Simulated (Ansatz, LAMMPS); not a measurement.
# Static equation of state of glassy 29TiO2-71Al2O3 (mol %) (137 atoms)

Density of this cell: 3.12 g/cm³. The cell holds 137 atoms: 9 Ti, 44 Al and 84 O. Its edges and angles: a = 11.799 Å, b = 11.608 Å, c = 11.503 Å, α = 88.0°, β = 89.4°, γ = 89.6°. The starting structure: 137 atoms (9 Ti, 44 Al, 84 O) placed at random at 3.12 g/cm³, melted at 4000 K for 10 ps at fixed volume with the Morse and Coulomb pair potential with partial charges (Pedone, Malavasi, Menziani, Cormack and Segre, J. Phys. Chem. B 110, 11780 (2006)). Quenched from 4000 K to 300 K at 1000 K/ps and fixed volume, held 10 ps at zero pressure.

Calculated with Ansatz 0.2.0: Kohn-Sham DFT, PBE, PAW (set soft_2), plane waves; cutoff 420 eV, Γ point, fixed occupations. Cell and atoms were relaxed first, to V0 = 11.491 Å³ an atom at a residual P0 = -0.001 GPa. The cell was then scaled evenly, and the atoms were relaxed at each volume.

| volume (Å³/atom) | pressure (GPa) |
| --- | --- |
| 10.342 | 10.60 |
| 10.802 | ? |
| 11.146 | 3.263 |
| 11.836 | -2.586 |
| 12.181 | -4.940 |

Task: Fit the third-order Birch–Murnaghan equation to the rows given and interpolate to the withheld row.

**Working.**

Take the Eulerian strain f = ½[(V0/V)^(2/3) − 1] and the normalised pressure F = (P − P0) / [3f(1 + 2f)^(5/2)]. The third-order Birch–Murnaghan equation is then the line F = B0 + (3/2)B0(B′ − 4) f, so u = f and v = F.

```
      u = f  v = F (GPa)
  0.0363830      81.4949
  0.0102571      100.840
-0.00975654      92.7678
 -0.0190506      95.2311
```

With n = 4: mean u = 0.00445825, mean v = 92.5834, Σ(u − ū)² = 0.0018075, Σ(u − ū)(v − v̄) = -0.37099. Slope b = -0.37099 / 0.0018075 = -205.24; intercept a = v̄ − b ū = 93.498.

So B0 = a = 93.5 GPa and B′ = 4 + 2b/(3a) = 2.54. At the withheld volume f = 0.02106, F = a + b f = 89.18 GPa, and P = P0 + 3f(1 + 2f)^(5/2) F.

Prediction at 10.802: 6.244 GPa. The run gave 6.762 GPa, so the fit is low by 0.52 GPa (7.7 % of the value).

The series isn't one smooth equation of state: even a line fitted to all rows, the withheld one included, misses F by up to 9.1 %, the count of bonds changes along the series and an atom moves over 0.5 Å in some relaxation. B0 and B′ are then only the numbers of this fit, not moduli of the material. Among the rows given, the largest miss of the fit is at 10.342, by 0.59 GPa (3.8 % of the range of the table).

Limits: Static cells at zero temperature; the cell shape is held. The program notes that the SCF threshold of these relaxations is loose for the stress. The quench rate of 1000 K/ps is many orders above laboratory rates, so the cell is likely richer in defects and strain than a real sample. The network of bonds at the start is that of the classical potential that made the cell, and needn't be the one that DFT or experiment would give. Only the Γ point is sampled, in a cell whose shortest periodic width is 11 Å.

[Logs are printed without paths, hosts, clocks, repeated set-up lines and the standing remarks that a program may print on its own settings, such as how far it seeks lower states.]

[Hosts, paths, dates, database ids (printed as entryN), source tags and the programs' standing remarks are cut or masked in the printed files.]
